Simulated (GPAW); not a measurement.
# Mo2N(OH)2 MXene monolayer in an electric field, part 2 of 2

Aim: the dipole that a field along the normal induces in Mo2N(OH)2 MXene monolayer.

GPAW 26.7.0; GPAW, PAW setups; layer in a repeated cell with vacuum, relaxation of atoms and in-plane cell (the session's first sound run).

So far. Step 4 (In a field): The dipole is now -0.103 e Å, against 7.7e-4 in the run without a field. Step 5 (Field on): The dipole is now -0.0513 e Å, against 7.7e-4 in the run without a field.

### 8. Field on

Level of this step: GPAW, PAW setups; slab in vacuum (GPAW).

The input, run.py:

```python
import json
import numpy as np
from ase import Atoms
from gpaw import GPAW, PW
from gpaw.external import ConstantElectricField

slab = Atoms(
    ['H', 'O', 'Mo', 'N', 'Mo', 'O', 'H'],
    positions=[
        [-0.00000, 1.61254, 7.00000],
        [0.00000, 1.61254, 7.98055],
        [1.39650, 0.80627, 9.41815],
        [-0.00000, 0.00000, 10.87642],
        [-0.00000, 1.61254, 12.33469],
        [1.39650, 0.80627, 13.77229],
        [1.39650, 0.80627, 14.75284]],
    cell=[[2.79301, 0.0, 0.0], [-1.3965, 2.41881, 0.0], [0.0, 0.0, 21.7528]],
    pbc=[True, True, False])

slab.calc = GPAW(mode=PW(500), xc='PBE', kpts={'size': (12, 12, 1), 'gamma': True},
                 occupations={'name': 'fermi-dirac', 'width': 0.05}, nbands='160%',
                 convergence={'density': 1e-05}, maxiter=200,
                 poissonsolver={'dipolelayer': 'xy'},
                 external=ConstantElectricField(0.1, [0, 0, 1]),
                 symmetry={'tolerance': 1e-3}, txt='slab.txt')
result = {}
energy = slab.get_potential_energy()
fermi = slab.calc.get_fermi_level()
v = slab.calc.get_electrostatic_potential().mean((0, 1)) - fermi
n = slab.calc.get_pseudo_density().mean((0, 1))
L = slab.cell[2, 2]
z = np.arange(len(v)) * L / len(v)
low, high = slab.positions[:, 2].min(), slab.positions[:, 2].max()
below, above = np.interp([low - 4.8, high + 4.8], z, v)
slopes = [np.interp(x, z, np.gradient(v, z)) for x in (low - 4.8, high + 4.8)]
eps = np.array([[slab.calc.get_eigenvalues(k, s) for k in range(len(slab.calc.get_ibz_k_points()))]
                for s in range(slab.calc.get_number_of_spins())]) - fermi
top, bottom = eps[eps < 0].max(), eps[eps > 0].min()
dipole = slab.get_dipole_moment()[2]
print(f'energy {energy:.4f} eV, Fermi level {fermi:.4f} eV, dipole {dipole:.5f} e A')
print(f'potential 4.8 A off the faces, from the Fermi level: lower {below:.4f} eV, upper {above:.4f} eV')
print(f'slope of the potential there: lower {slopes[0]:.5f}, upper {slopes[1]:.5f} eV/A')
print(f'nearest levels on the mesh: {top:.4f} and {bottom:.4f} eV')
print('magnetic moment', round(slab.get_magnetic_moment(), 3))
result.update(energy=energy, fermi=fermi, dipole=dipole, below=below, above=above, slopes=slopes, edges=[top, bottom],
              z=z.tolist(), v=v.tolist(), n=n.tolist(), positions=slab.positions.tolist(),
              forces=slab.get_forces(apply_constraint=False).tolist(), moments=slab.get_magnetic_moments().tolist())
json.dump(result, open('result.json', 'w'))
```

Launch:

```bash
$ OMP_NUM_THREADS=1 OPENBLAS_NUM_THREADS=1 python run.py
```

The log of the run:

```text
energy -51.0581 eV, Fermi level 3.1545 eV, dipole 0.05134 e A
potential 4.8 A off the faces, from the Fermi level: lower 3.1107 eV, upper 1.7395 eV
slope of the potential there: lower -0.01271, upper 0.00702 eV/A
nearest levels on the mesh: -0.0092 and 0.0109 eV
magnetic moment 0.0
```

Elapsed: 4.4 min, on 1 thread of Arm Neoverse V2, shared host; peak memory 0.5 GiB.

Electrostatic potential energy of an electron (without an applied field's), less the Fermi level, planar mean against z:

| z (Å) | electrostatic potential energy of an electron (without an applied field's), less the Fermi level, planar mean (eV) |
| --- | --- |
| 0.0 | 2.43 |
| 0.5 | 3.12 |
| 1.0 | 3.12 |
| 1.5 | 3.12 |
| 2.0 | 3.11 |
| 2.5 | 3.11 |
| 3.0 | 3.09 |
| 3.5 | 3.06 |
| 4.0 | 3.01 |
| 4.5 | 2.91 |
| 5.0 | 2.73 |
| 5.5 | 2.40 |
| 6.0 | 1.81 |
| 6.5 | 0.595 |
| 7.0 | -1.78 |
| 7.5 | -1.67 |
| 8.0 | -12.6 |
| 8.5 | -6.21 |
| 9.0 | -19.2 |
| 9.5 | -29.8 |
| 10.0 | -12.9 |
| 10.5 | -7.20 |
| 11.0 | -13.4 |
| 11.5 | -7.14 |
| 12.0 | -22.5 |
| 12.5 | -28.6 |
| 13.0 | -11.0 |
| 13.5 | -8.69 |
| 14.0 | -8.23 |
| 14.5 | -1.41 |
| 15.0 | -1.54 |
| 15.5 | 0.310 |
| 16.0 | 1.02 |
| 16.5 | 1.37 |
| 17.0 | 1.56 |
| 17.5 | 1.65 |
| 18.0 | 1.70 |
| 18.5 | 1.72 |
| 19.0 | 1.73 |
| 19.5 | 1.74 |
| 20.0 | 1.74 |
| 20.5 | 1.74 |
| 21.0 | 1.74 |
| 21.5 | 1.96 |

The dipole is now 0.0513 e Å, against 7.7e-4 in the run without a field.

### 9. In a field

Edit run.py of step 8 so:

```diff
@@ -23,3 +23,3 @@
                  poissonsolver={'dipolelayer': 'xy'},
-                 external=ConstantElectricField(0.1, [0, 0, 1]),
+                 external=ConstantElectricField(0.2, [0, 0, 1]),
                  symmetry={'tolerance': 1e-3}, txt='slab.txt')
```

The log of the run:

```text
energy -51.0659 eV, Fermi level 3.1469 eV, dipole 0.10274 e A
potential 4.8 A off the faces, from the Fermi level: lower 3.8180 eV, upper 1.0745 eV
slope of the potential there: lower -0.01804, upper 0.00566 eV/A
nearest levels on the mesh: -0.0094 and 0.0106 eV
magnetic moment 0.0
```

Run time: 4.4 min. Hardware: 1 thread; peak memory 0.5 GiB.

The dipole is now 0.103 e Å, against 7.7e-4 in the run without a field.

### 10. Field on

Edit run.py of step 9 so:

```diff
@@ -23,3 +23,3 @@
                  poissonsolver={'dipolelayer': 'xy'},
-                 external=ConstantElectricField(0.2, [0, 0, 1]),
+                 external=ConstantElectricField(0.3, [0, 0, 1]),
                  symmetry={'tolerance': 1e-3}, txt='slab.txt')
```

The log of the run:

```text
energy -51.0788 eV, Fermi level 3.1337 eV, dipole 0.15432 e A
potential 4.8 A off the faces, from the Fermi level: lower 4.5422 eV, upper 0.4232 eV
slope of the potential there: lower -0.02583, upper 0.00496 eV/A
nearest levels on the mesh: -0.0099 and 0.0101 eV
magnetic moment 0.0
```

The job ended after 4.4 min (1 thread; peak memory 0.5 GiB).

The electrostatic potential energy of an electron (without an applied field's), less the Fermi level, planar mean oscillates, so the rows of the table below give means over windows of 1 Å about each position, cut where the curve ends. Its maxima inside the range that stand out by 2 % of the span (Å: eV): 0.5: 4.56, 7.3: 0.186, 8.4: -5.51, 10.3: -6.22, 11.4: -6.55, 13.3: -7.02, 14.4: -2.05. Its minima: 7.0: -1.00, 8.0: -12.1, 9.4: -30.2, 10.9: -15.3, 12.3: -31.1, 13.8: -13.9, 14.8: -3.49.

Electrostatic potential energy of an electron (without an applied field's), less the Fermi level, planar mean against z; means over each step:

| z (Å) | electrostatic potential energy of an electron (without an applied field's), less the Fermi level, planar mean (eV) |
| --- | --- |
| 0 | 3.78 |
| 1 | 4.56 |
| 2 | 4.55 |
| 3 | 4.50 |
| 4 | 4.36 |
| 5 | 3.95 |
| 6 | 2.76 |
| 7 | -0.0494 |
| 8 | -7.50 |
| 9 | -18.6 |
| 10 | -14.9 |
| 11 | -10.4 |
| 12 | -21.2 |
| 13 | -14.2 |
| 14 | -7.97 |
| 15 | -2.19 |
| 16 | -0.157 |
| 17 | 0.293 |
| 18 | 0.396 |
| 19 | 0.419 |
| 20 | 0.425 |
| 21 | 0.485 |

The dipole is now 0.154 e Å, against 7.7e-4 in the run without a field.

### 11. The series

The members are put on one axis.

This step: induced dipole against applied field (GPAW 26.7.0).

Table of dipole along the normal by field:

| field (V/Å) | dipole along the normal (e·Å) |
| --- | --- |
| -0.200 | -0.103 |
| -0.100 | -0.0513 |
| -0.050 | -0.0257 |
| 0.000 | 7.7e-4 |
| 0.050 | 0.0257 |
| 0.100 | 0.0513 |
| 0.200 | 0.103 |
| 0.300 | 0.154 |

### 12. A changed run

One more run, with changed settings.

This step: GPAW, PAW setups; slab in vacuum (GPAW 26.7.0).

Edit run.py of step 10 so:

```diff
@@ -3,4 +3,3 @@
 from ase import Atoms
-from gpaw import GPAW, PW
-from gpaw.external import ConstantElectricField
+from gpaw import GPAW
 
@@ -19,7 +18,6 @@
 
-slab.calc = GPAW(mode=PW(500), xc='PBE', kpts={'size': (12, 12, 1), 'gamma': True},
+slab.calc = GPAW(mode='fd', h=0.4, xc='PBE', kpts={'size': (12, 12, 1), 'gamma': True},
                  occupations={'name': 'fermi-dirac', 'width': 0.05}, nbands='160%',
-                 convergence={'density': 1e-05}, maxiter=200,
+                 convergence={'density': 1e-05}, maxiter=75,
                  poissonsolver={'dipolelayer': 'xy'},
-                 external=ConstantElectricField(0.3, [0, 0, 1]),
                  symmetry={'tolerance': 1e-3}, txt='slab.txt')
```

The log of the run:

```text
energy -86.3028 eV, Fermi level -2.6389 eV, dipole 0.00083 e A
potential 4.8 A off the faces, from the Fermi level: lower 2.6471 eV, upper 2.6272 eV
slope of the potential there: lower -0.00403, upper 0.00403 eV/A
nearest levels on the mesh: -0.0098 and 0.0053 eV
magnetic moment 0.0
```

Run time: 53 s. Hardware: 1 thread; peak memory 0.19 GiB.

The run finished. A setting was moved off its sound value on purpose, so it serves as a test and not as the result.

The fault put into the input: a grid far too coarse (mode = "fd" and h = 0.4).

Side by side:

| quantity | this run | sound run | difference |
| --- | --- | --- | --- |
| upper work function (eV) | 2.6272 | 2.4095 | 0.218 |
| lower work function (eV) | 2.6471 | 2.4272 | 0.220 |

The two runs differ clearly in the lower work function: 2.65 eV against 2.43 eV.

### 13. Results

```yaml
work_function_upper_and_lower_face: 2.409 and 2.427 eV
dipole_along_the_normal: 7.7e-4 e Å
induced_dipole_per_field: 0.514 e Å per V/Å
out_of_plane_polarisability_per_area_alpha_eps_0_a: 13.8 Å
```

**Reading.** The field induces 0.514 e Å per V/Å, a polarisable thickness α/(ε0 A) of 13.8 Å beside 7.75 Å between the outermost nuclei. A perfect conductor would give the distance between its two image planes; a dielectric of thickness t gives t(1 - 1/ε). The induced dipole is linear in the field over this range. The starting lattice was a guess from atomic radii; the relaxation moved it by -5 %. The small printed dipole stands for a step of -21 meV from the lower to the upper face, and the probes find -18 meV; values this small are near the numerical noise of both. The cell holds an odd number of electrons, so without spin polarisation it must come out metallic and without a moment, whatever its true state. The layer's cell and atoms come from the relaxation; spin-orbit coupling and temperature are left out.

[Logs are printed without paths, hosts, clocks, repeated set-up lines and the standing remarks that a program may print on its own settings, such as how far it seeks lower states.]

[Hosts, paths, dates, database ids (printed as entryN), source tags and the programs' standing remarks are cut or masked in the printed files.]
